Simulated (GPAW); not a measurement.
# Work function of 1T-CrSSe monolayer at several levels

How far do functional and basis move the work function of 1T-CrSSe monolayer?

Calculated with GPAW 26.7.0; GPAW, PAW setups; layer in a repeated cell with vacuum, relaxation of atoms and in-plane cell, in the first sound run; inputs show where later runs differ.

## 1. The starting structure

The cell holds 3 atoms: 1 Se, 1 Cr and 1 S. Cell: a = 3.125 Å, b = 3.125 Å, c = 21.148 Å, α = 90.0°, β = 90.0°, γ = 120.0°. Vacuum lies along c.

## 2. Relaxing the atoms

The atoms are relaxed first, since the surface dipole, and with it the work function, follows the positions of the outer layers.

Input file run.py:

```python
import json
import numpy as np
from ase import Atoms
from ase.filters import FrechetCellFilter
from ase.optimize import BFGS
from gpaw import GPAW, PW

slab = Atoms(
    ['Se', 'Cr', 'S'],
    positions=[
        [1.56250, 0.90211, 9.00000],
        [0.00000, 0.00000, 10.68838],
        [-0.00000, 1.80422, 12.14846]],
    cell=[[3.125, 0.0, 0.0], [-1.5625, 2.70633, 0.0], [0.0, 0.0, 21.1485]],
    pbc=[True, True, True],
    magmoms=[0.0, 3.0, 0.0])

slab.calc = GPAW(mode=PW(600), xc='PBE', kpts={'size': (12, 12, 1), 'gamma': True},
                 occupations={'name': 'fermi-dirac', 'width': 0.05}, nbands='160%',
                 convergence={'density': 1e-05}, maxiter=200,
                 symmetry={'tolerance': 1e-3}, txt='slab.txt')
result = {}
# The in-plane cell is free; stress needs a cell that repeats along all three vectors
path = []
opt = BFGS(FrechetCellFilter(slab, mask=[1, 1, 0, 0, 0, 1]), maxstep=0.2)
opt.attach(lambda: path.append((slab.get_potential_energy(), slab.positions.tolist(), slab.get_forces().tolist())))
result['relaxed'] = bool(opt.run(fmax=0.02, steps=45))
result['path'] = path
result['cell'] = slab.cell.tolist()
print('in-plane lattice', slab.cell.cellpar().round(4)[[0, 1, 5]])
energy = slab.get_potential_energy()
fermi = slab.calc.get_fermi_level()
v = slab.calc.get_electrostatic_potential().mean((0, 1)) - fermi
n = slab.calc.get_pseudo_density().mean((0, 1))
L = slab.cell[2, 2]
z = np.arange(len(v)) * L / len(v)
low, high = slab.positions[:, 2].min(), slab.positions[:, 2].max()
below, above = np.interp([low - 6.8, high + 6.8], z, v)
slopes = [np.interp(x, z, np.gradient(v, z)) for x in (low - 6.8, high + 6.8)]
eps = np.array([[slab.calc.get_eigenvalues(k, s) for k in range(len(slab.calc.get_ibz_k_points()))]
                for s in range(slab.calc.get_number_of_spins())]) - fermi
top, bottom = eps[eps < 0].max(), eps[eps > 0].min()
dipole = slab.get_dipole_moment()[2]
print(f'energy {energy:.4f} eV, Fermi level {fermi:.4f} eV, dipole {dipole:.5f} e A')
print(f'potential 6.8 A off the faces, from the Fermi level: lower {below:.4f} eV, upper {above:.4f} eV')
print(f'slope of the potential there: lower {slopes[0]:.5f}, upper {slopes[1]:.5f} eV/A')
print(f'nearest levels on the mesh: {top:.4f} and {bottom:.4f} eV')
print('magnetic moment', round(slab.get_magnetic_moment(), 3))
result.update(energy=energy, fermi=fermi, dipole=dipole, below=below, above=above, slopes=slopes, edges=[top, bottom],
              z=z.tolist(), v=v.tolist(), n=n.tolist(), positions=slab.positions.tolist(),
              forces=slab.get_forces(apply_constraint=False).tolist(), moments=slab.get_magnetic_moments().tolist())
json.dump(result, open('result.json', 'w'))
```

Launch:

```
$ OMP_NUM_THREADS=1 OPENBLAS_NUM_THREADS=1 python run.py
```

Output:

```text
Step          Energy          fmax
BFGS:    0      -18.230638        1.024553
BFGS:    1      -18.273729        1.004485
BFGS:    2      -18.390363        1.200405
BFGS:    3      -18.453496        0.703441
BFGS:    4      -18.466485        0.547414
BFGS:    5      -18.492640        0.320876
BFGS:    6      -18.524807        0.330818
BFGS:    7      -18.535915        0.283451
BFGS:    8      -18.539967        0.182323
BFGS:    9      -18.541295        0.109850
BFGS:   10      -18.542112        0.027107
BFGS:   11      -18.542099        0.006730
in-plane lattice [  3.3796   3.3796 120.    ]
energy -18.5327 eV, Fermi level -2.4848 eV, dipole -0.01573 e A
potential 6.8 A off the faces, from the Fermi level: lower 5.6750 eV, upper 5.7395 eV
slope of the potential there: lower -0.01379, upper -0.01375 eV/A
nearest levels on the mesh: -0.0110 and 0.0304 eV
magnetic moment 2.133
```

Elapsed: 11 min, on 1 thread of Intel Xeon Platinum 8375C at 2.90GHz (Ice Lake), shared host; peak memory 0.52 GiB.

Numbers from this step:

| Item | Value |
| --- | --- |
| dipole along the normal | -0.01573 e·Å |
| levels nearest the Fermi level on the mesh | -0.01103, 0.03042 eV from the Fermi level |
| site moments | -0.1503, 2.332, -0.1129 μB |
| sum of the site moments | 2.069 μB |

The electrostatic potential energy of an electron (without an applied field's), less the Fermi level, planar mean by z:

| z (Å) | electrostatic potential energy of an electron (without an applied field's), less the Fermi level, planar mean (eV) |
| --- | --- |
| 0.0 | 5.71 |
| 0.5 | 5.70 |
| 1.0 | 5.69 |
| 1.5 | 5.69 |
| 2.0 | 5.68 |
| 2.5 | 5.67 |
| 3.0 | 5.67 |
| 3.5 | 5.66 |
| 4.0 | 5.65 |
| 4.5 | 5.64 |
| 5.0 | 5.64 |
| 5.5 | 5.63 |
| 6.0 | 5.62 |
| 6.5 | 5.60 |
| 7.0 | 5.52 |
| 7.5 | 5.19 |
| 8.0 | 3.73 |
| 8.5 | -2.38 |
| 9.0 | -17.5 |
| 9.5 | -10.3 |
| 10.0 | -3.45 |
| 10.5 | -10.1 |
| 11.0 | -10.1 |
| 11.5 | -7.80 |
| 12.0 | -16.2 |
| 12.5 | -2.75 |
| 13.0 | 3.93 |
| 13.5 | 5.43 |
| 14.0 | 5.73 |
| 14.5 | 5.78 |
| 15.0 | 5.79 |
| 15.5 | 5.78 |
| 16.0 | 5.78 |
| 16.5 | 5.77 |
| 17.0 | 5.76 |
| 17.5 | 5.76 |
| 18.0 | 5.75 |
| 18.5 | 5.74 |
| 19.0 | 5.74 |
| 19.5 | 5.73 |
| 20.0 | 5.72 |
| 20.5 | 5.72 |
| 21.0 | 5.71 |

The pseudo valence density, planar mean oscillates, so the rows of the table below give means over windows of 0.5 Å about each position, cut where the curve ends. Its maxima inside the range that stand out by 2 % of the span (Å: e/Å³): 8.64: 0.352, 9.52: 0.422, 10.75: 0.517, 11.63: 0.480. Its minima: 9.16: 0.209, 10.05: 0.339, 11.10: 0.458.

Table of pseudo valence density, planar mean by z; means over each step:

| z (Å) | pseudo valence density, planar mean (e/Å³) |
| --- | --- |
| 5.0 | 1.5e-5 |
| 5.5 | 6.3e-5 |
| 6.0 | 2.7e-4 |
| 6.5 | 0.00119 |
| 7.0 | 0.00520 |
| 7.5 | 0.0231 |
| 8.0 | 0.0996 |
| 8.5 | 0.283 |
| 9.0 | 0.274 |
| 9.5 | 0.373 |
| 10.0 | 0.357 |
| 10.5 | 0.434 |
| 11.0 | 0.481 |
| 11.5 | 0.469 |
| 12.0 | 0.392 |
| 12.5 | 0.304 |
| 13.0 | 0.113 |
| 13.5 | 0.0249 |
| 14.0 | 0.00488 |
| 14.5 | 0.00102 |
| 15.0 | 2.2e-4 |
| 15.5 | 4.7e-5 |

Site moment by atom:

| atom | site moment (μB) |
| --- | --- |
| Se1 | -0.15 |
| Cr2 | 2.33 |
| S3 | -0.11 |

The relaxation lowered the energy of the cell by 0.317 eV (energies extrapolated to zero smearing; the optimiser's log prints free energies). The largest force left on a free atom is 0.0067 eV/Å.

## 3. The slab's potential

The work function is the vacuum plateau of the electrostatic potential less the Fermi level; a dipole layer lets the two faces have plateaus of their own.

This step: GPAW, PAW setups; slab in vacuum (GPAW 26.7.0).

The cell differs from the one that the last finished run ended in (c 21.148 → 20.866 Å).

run.py, as its differences from that of step 2:

```diff
@@ -3,4 +3,2 @@
 from ase import Atoms
-from ase.filters import FrechetCellFilter
-from ase.optimize import BFGS
 from gpaw import GPAW, PW
@@ -10,22 +8,15 @@
     positions=[
-        [1.56250, 0.90211, 9.00000],
-        [0.00000, 0.00000, 10.68838],
-        [-0.00000, 1.80422, 12.14846]],
-    cell=[[3.125, 0.0, 0.0], [-1.5625, 2.70633, 0.0], [0.0, 0.0, 21.1485]],
-    pbc=[True, True, True],
+        [1.68982, 0.97562, 9.00000],
+        [0.00000, -0.00000, 10.61127],
+        [-0.00000, 1.95124, 11.86641]],
+    cell=[[3.37964, 0.0, 0.0], [-1.68982, 2.92686, 0.0], [0.0, 0.0, 20.8664]],
+    pbc=[True, True, False],
     magmoms=[0.0, 3.0, 0.0])
 
-slab.calc = GPAW(mode=PW(600), xc='PBE', kpts={'size': (12, 12, 1), 'gamma': True},
+slab.calc = GPAW(mode=PW(400), xc='PBE', kpts={'size': (12, 12, 1), 'gamma': True},
                  occupations={'name': 'fermi-dirac', 'width': 0.05}, nbands='160%',
                  convergence={'density': 1e-05}, maxiter=200,
+                 poissonsolver={'dipolelayer': 'xy'},
                  symmetry={'tolerance': 1e-3}, txt='slab.txt')
 result = {}
-# The in-plane cell is free; stress needs a cell that repeats along all three vectors
-path = []
-opt = BFGS(FrechetCellFilter(slab, mask=[1, 1, 0, 0, 0, 1]), maxstep=0.2)
-opt.attach(lambda: path.append((slab.get_potential_energy(), slab.positions.tolist(), slab.get_forces().tolist())))
-result['relaxed'] = bool(opt.run(fmax=0.02, steps=45))
-result['path'] = path
-result['cell'] = slab.cell.tolist()
-print('in-plane lattice', slab.cell.cellpar().round(4)[[0, 1, 5]])
 energy = slab.get_potential_energy()
```

Output:

```text
energy -18.4779 eV, Fermi level -2.4415 eV, dipole -0.01201 e A
potential 6.8 A off the faces, from the Fermi level: lower 5.5970 eV, upper 5.8193 eV
slope of the potential there: lower -0.00005, upper 0.00003 eV/A
nearest levels on the mesh: -0.0111 and 0.0306 eV
magnetic moment 2.132
```

The job ended after 35 s (1 thread; peak memory 0.25 GiB).

Numbers from this step:

```
dipole along the normal                    : -0.01201 e·Å
levels nearest the Fermi level on the mesh : -0.01107, 0.03055 eV from the Fermi level
upper work function                        : 5.819 eV
lower work function                        : 5.597 eV
site moments                               : -0.1501, 2.330, -0.1126 μB
sum of the site moments                    : 2.067 μB
```

The electrostatic potential energy of an electron (without an applied field's), less the Fermi level, planar mean by z:

| z (Å) | electrostatic potential energy of an electron (without an applied field's), less the Fermi level, planar mean (eV) |
| --- | --- |
| 0 | 5.71 |
| 1 | 5.60 |
| 2 | 5.60 |
| 3 | 5.60 |
| 4 | 5.60 |
| 5 | 5.60 |
| 6 | 5.59 |
| 7 | 5.46 |
| 8 | 2.93 |
| 9 | -18.8 |
| 10 | -4.15 |
| 11 | -8.46 |
| 12 | -14.2 |
| 13 | 4.54 |
| 14 | 5.76 |
| 15 | 5.82 |
| 16 | 5.82 |
| 17 | 5.82 |
| 18 | 5.82 |
| 19 | 5.82 |
| 20 | 5.82 |

Table of pseudo valence density, planar mean by z:

z (Å), pseudo valence density, planar mean (e/Å³) and a bar from the least value:
```
     0.00      0.000 
     0.64      0.000 
     1.06      0.000 
     1.70      0.000 
     2.13      0.000 
     2.77      0.000 
     3.41      0.000 
     3.83      0.000 
     4.47      0.000 
     5.11      0.000 
     5.54      0.000 
     6.17      0.001 
     6.60      0.002 
     7.24      0.013 #
     7.88      0.089 #####
     8.30      0.257 ###############
     8.94      0.204 ############
     9.58      0.404 #######################
    10.01      0.337 ####################
    10.65      0.518 ##############################
    11.07      0.453 ##########################
    11.71      0.424 #########################
    12.35      0.332 ###################
    12.78      0.136 ########
    13.41      0.019 #
    14.05      0.002 
    14.48      0.001 
    15.12      0.000 
    15.54      0.000 
    16.18      0.000 
    16.82      0.000 
    17.25      0.000 
    17.89      0.000 
    18.52      0.000 
    18.95      0.000 
    19.59      0.000 
    20.01      0.000 
    20.65      0.000
```

The potential is flat to 5.4e-5 eV/Å where it is read, so the vacuum is wide enough.

## 4. Self-consistent run: xc = "RPBE"

The same geometry under RPBE, to see how far the functional moves the levels against the vacuum.

run.py, as its differences from that of step 3:

```diff
@@ -15,3 +15,3 @@
 
-slab.calc = GPAW(mode=PW(400), xc='PBE', kpts={'size': (12, 12, 1), 'gamma': True},
+slab.calc = GPAW(mode=PW(400), xc='RPBE', kpts={'size': (12, 12, 1), 'gamma': True},
                  occupations={'name': 'fermi-dirac', 'width': 0.05}, nbands='160%',
```

Output:

```text
energy -17.4126 eV, Fermi level -2.3781 eV, dipole -0.01331 e A
potential 6.8 A off the faces, from the Fermi level: lower 5.5241 eV, upper 5.7703 eV
slope of the potential there: lower -0.00005, upper 0.00003 eV/A
nearest levels on the mesh: -0.0137 and 0.0316 eV
magnetic moment 2.142
```

It took 33 s on 1 thread; peak memory 0.25 GiB.

Numbers from this step:

- dipole along the normal: -0.01331 e·Å
- levels nearest the Fermi level on the mesh: -0.01366, 0.03159 eV from the Fermi level
- upper work function: 5.770 eV
- lower work function: 5.524 eV
- site moments: -0.1614, 2.373, -0.1237 μB
- sum of the site moments: 2.088 μB

The electrostatic potential energy of an electron (without an applied field's), less the Fermi level, planar mean by z:

| z (Å) | electrostatic potential energy of an electron (without an applied field's), less the Fermi level, planar mean (eV) |
| --- | --- |
| 0.0 | 5.65 |
| 0.5 | 5.52 |
| 1.0 | 5.52 |
| 1.5 | 5.52 |
| 2.0 | 5.52 |
| 2.5 | 5.52 |
| 3.0 | 5.52 |
| 3.5 | 5.52 |
| 4.0 | 5.52 |
| 4.5 | 5.52 |
| 5.0 | 5.52 |
| 5.5 | 5.52 |
| 6.0 | 5.52 |
| 6.5 | 5.49 |
| 7.0 | 5.38 |
| 7.5 | 4.92 |
| 8.0 | 2.86 |
| 8.5 | -5.45 |
| 9.0 | -18.9 |
| 9.5 | -7.23 |
| 10.0 | -4.23 |
| 10.5 | -11.7 |
| 11.0 | -8.53 |
| 11.5 | -9.85 |
| 12.0 | -14.3 |
| 12.5 | -0.330 |
| 13.0 | 4.49 |
| 13.5 | 5.50 |
| 14.0 | 5.71 |
| 14.5 | 5.76 |
| 15.0 | 5.77 |
| 15.5 | 5.77 |
| 16.0 | 5.77 |
| 16.5 | 5.77 |
| 17.0 | 5.77 |
| 17.5 | 5.77 |
| 18.0 | 5.77 |
| 18.5 | 5.77 |
| 19.0 | 5.77 |
| 19.5 | 5.77 |
| 20.0 | 5.77 |
| 20.5 | 5.76 |

The pseudo valence density, planar mean oscillates, so the rows of the table below give means over windows of 0.5 Å about each position, cut where the curve ends. Its maxima inside the range that stand out by 2 % of the span (Å: e/Å³): 8.52: 0.352, 9.37: 0.417, 10.65: 0.518, 11.50: 0.481, 12.14: 0.382. Its minima: 8.94: 0.205, 10.01: 0.337, 11.07: 0.453, 11.92: 0.361.

Table of pseudo valence density, planar mean by z; means over each step:

| z (Å) | pseudo valence density, planar mean (e/Å³) |
| --- | --- |
| 5.0 | 2.4e-5 |
| 5.5 | 9.4e-5 |
| 6.0 | 4.3e-4 |
| 6.5 | 0.00176 |
| 7.0 | 0.00740 |
| 7.5 | 0.0352 |
| 8.0 | 0.136 |
| 8.5 | 0.309 |
| 9.0 | 0.274 |
| 9.5 | 0.385 |
| 10.0 | 0.356 |
| 10.5 | 0.464 |
| 11.0 | 0.473 |
| 11.5 | 0.459 |
| 12.0 | 0.376 |
| 12.5 | 0.260 |
| 13.0 | 0.0804 |
| 13.5 | 0.0171 |
| 14.0 | 0.00362 |
| 14.5 | 7.3e-4 |
| 15.0 | 1.6e-4 |
| 15.5 | 3.6e-5 |

Site moment by atom:

| atom | site moment (μB) |
| --- | --- |
| Se1 | -0.16 |
| Cr2 | 2.37 |
| S3 | -0.12 |

Force by atom:

| atom | x (eV/Å) | y (eV/Å) | z (eV/Å) | size |
| --- | --- | --- | --- | --- |
| Se1 | 0.000 | 0.000 | -0.248 | 0.248 |
| Cr2 | 0.000 | 0.000 | -0.046 | 0.046 |
| S3 | 0.000 | 0.000 | 0.294 | 0.294 |

The upper face's work function is 5.770 eV, against 5.819 eV in the first plane-wave PBE run at this geometry.

## 5. Self-consistent run: xc = "vdW-DF2"

The same geometry under vdW-DF2, to see how far the functional moves the levels against the vacuum (the van der Waals functionals take revPBE setups).

run.py, as its differences from that of step 4:

```diff
@@ -15,3 +15,3 @@
 
-slab.calc = GPAW(mode=PW(400), xc='RPBE', kpts={'size': (12, 12, 1), 'gamma': True},
+slab.calc = GPAW(mode=PW(400), xc='vdW-DF2', kpts={'size': (12, 12, 1), 'gamma': True},
                  occupations={'name': 'fermi-dirac', 'width': 0.05}, nbands='160%',
```

Output:

```text
energy -156.6664 eV, Fermi level -2.7199 eV, dipole -0.01176 e A
potential 6.8 A off the faces, from the Fermi level: lower 5.9735 eV, upper 6.1914 eV
slope of the potential there: lower -0.00007, upper 0.00004 eV/A
nearest levels on the mesh: -0.0061 and 0.0328 eV
magnetic moment 2.13
```

It took 44 s on 1 thread; peak memory 0.39 GiB.

Numbers from this step:

| Property | Result |
| --- | --- |
| dipole along the normal | -0.01176 e·Å |
| levels nearest the Fermi level on the mesh | -0.006074, 0.03281 eV from the Fermi level |
| upper work function | 6.191 eV |
| lower work function | 5.974 eV |
| site moments | -0.1289, 2.286, -0.09455 μB |
| sum of the site moments | 2.063 μB |

The upper face's work function is 6.191 eV, against 5.819 eV in the first plane-wave PBE run at this geometry.

## 6. OptPBE vdW: xc = "optPBE-vdW"

The same geometry under optPBE-vdW, to see how far the functional moves the levels against the vacuum (the van der Waals functionals take revPBE setups).

run.py, as its differences from that of step 5:

```diff
@@ -15,3 +15,3 @@
 
-slab.calc = GPAW(mode=PW(400), xc='vdW-DF2', kpts={'size': (12, 12, 1), 'gamma': True},
+slab.calc = GPAW(mode=PW(400), xc='optPBE-vdW', kpts={'size': (12, 12, 1), 'gamma': True},
                  occupations={'name': 'fermi-dirac', 'width': 0.05}, nbands='160%',
```

Output:

```text
energy -44.1452 eV, Fermi level -2.6210 eV, dipole -0.01172 e A
potential 6.8 A off the faces, from the Fermi level: lower 5.8263 eV, upper 6.0434 eV
slope of the potential there: lower -0.00006, upper 0.00003 eV/A
nearest levels on the mesh: -0.0094 and 0.0287 eV
magnetic moment 2.134
```

Wall time 44 s (1 thread); peak memory 0.39 GiB.

Numbers from this step:

```yaml
dipole_along_the_normal: -0.01172 e·Å
levels_nearest_the_fermi_level_on_the_mesh: -0.009419, 0.02873 eV from the Fermi level
upper_work_function: 6.043 eV
lower_work_function: 5.826 eV
site_moments: -0.1475, 2.327, -0.1089 μB
sum_of_the_site_moments: 2.071 μB
```

Electrostatic potential energy of an electron (without an applied field's), less the Fermi level, planar mean against z:

| z (Å) | electrostatic potential energy of an electron (without an applied field's), less the Fermi level, planar mean (eV) |
| --- | --- |
| 0 | 5.93 |
| 1 | 5.83 |
| 2 | 5.83 |
| 3 | 5.83 |
| 4 | 5.83 |
| 5 | 5.83 |
| 6 | 5.82 |
| 7 | 5.66 |
| 8 | 3.04 |
| 9 | -18.8 |
| 10 | -4.14 |
| 11 | -8.41 |
| 12 | -14.1 |
| 13 | 4.68 |
| 14 | 5.98 |
| 15 | 6.04 |
| 16 | 6.04 |
| 17 | 6.04 |
| 18 | 6.04 |
| 19 | 6.04 |
| 20 | 6.04 |

The upper face's work function is 6.043 eV, against 5.819 eV in the first plane-wave PBE run at this geometry.

## 7. Self-consistent run: xc = "LDA"

The same geometry under LDA, to see how far the functional moves the levels against the vacuum.

run.py, as its differences from that of step 6:

```diff
@@ -15,3 +15,3 @@
 
-slab.calc = GPAW(mode=PW(400), xc='optPBE-vdW', kpts={'size': (12, 12, 1), 'gamma': True},
+slab.calc = GPAW(mode=PW(400), xc='LDA', kpts={'size': (12, 12, 1), 'gamma': True},
                  occupations={'name': 'fermi-dirac', 'width': 0.05}, nbands='160%',
```

Output:

```text
energy -20.4574 eV, Fermi level -2.5666 eV, dipole -0.00798 e A
potential 6.8 A off the faces, from the Fermi level: lower 5.7455 eV, upper 5.8943 eV
slope of the potential there: lower -0.00005, upper 0.00003 eV/A
nearest levels on the mesh: -0.0067 and 0.0200 eV
magnetic moment 2.112
```

Run time: 39 s. Hardware: 1 thread; peak memory 0.24 GiB.

Numbers from this step:

```
dipole along the normal                    : -0.007984 e·Å
levels nearest the Fermi level on the mesh : -0.006692, 0.02002 eV from the Fermi level
upper work function                        : 5.894 eV
lower work function                        : 5.746 eV
site moments                               : -0.1227, 2.216, -0.08445 μB
sum of the site moments                    : 2.009 μB
```

The electrostatic potential energy of an electron (without an applied field's), less the Fermi level, planar mean by z:

| z (Å) | electrostatic potential energy of an electron (without an applied field's), less the Fermi level, planar mean (eV) |
| --- | --- |
| 0.0 | 5.82 |
| 0.5 | 5.75 |
| 1.0 | 5.75 |
| 1.5 | 5.75 |
| 2.0 | 5.75 |
| 2.5 | 5.75 |
| 3.0 | 5.75 |
| 3.5 | 5.75 |
| 4.0 | 5.75 |
| 4.5 | 5.75 |
| 5.0 | 5.74 |
| 5.5 | 5.74 |
| 6.0 | 5.74 |
| 6.5 | 5.72 |
| 7.0 | 5.61 |
| 7.5 | 5.14 |
| 8.0 | 3.07 |
| 8.5 | -5.20 |
| 9.0 | -18.6 |
| 9.5 | -6.91 |
| 10.0 | -3.91 |
| 10.5 | -11.4 |
| 11.0 | -8.28 |
| 11.5 | -9.62 |
| 12.0 | -14.1 |
| 12.5 | -0.232 |
| 13.0 | 4.60 |
| 13.5 | 5.63 |
| 14.0 | 5.84 |
| 14.5 | 5.88 |
| 15.0 | 5.89 |
| 15.5 | 5.89 |
| 16.0 | 5.89 |
| 16.5 | 5.89 |
| 17.0 | 5.89 |
| 17.5 | 5.89 |
| 18.0 | 5.89 |
| 18.5 | 5.89 |
| 19.0 | 5.89 |
| 19.5 | 5.89 |
| 20.0 | 5.89 |
| 20.5 | 5.89 |

The upper face's work function is 5.894 eV, against 5.819 eV in the first plane-wave PBE run at this geometry.

(Continued in part 2 of 2.)

[Logs are printed without paths, hosts, clocks, repeated set-up lines and the standing remarks that a program may print on its own settings, such as how far it seeks lower states.]

[Hosts, paths, dates, database ids (printed as entryN), source tags and the programs' standing remarks are cut or masked in the printed files.]
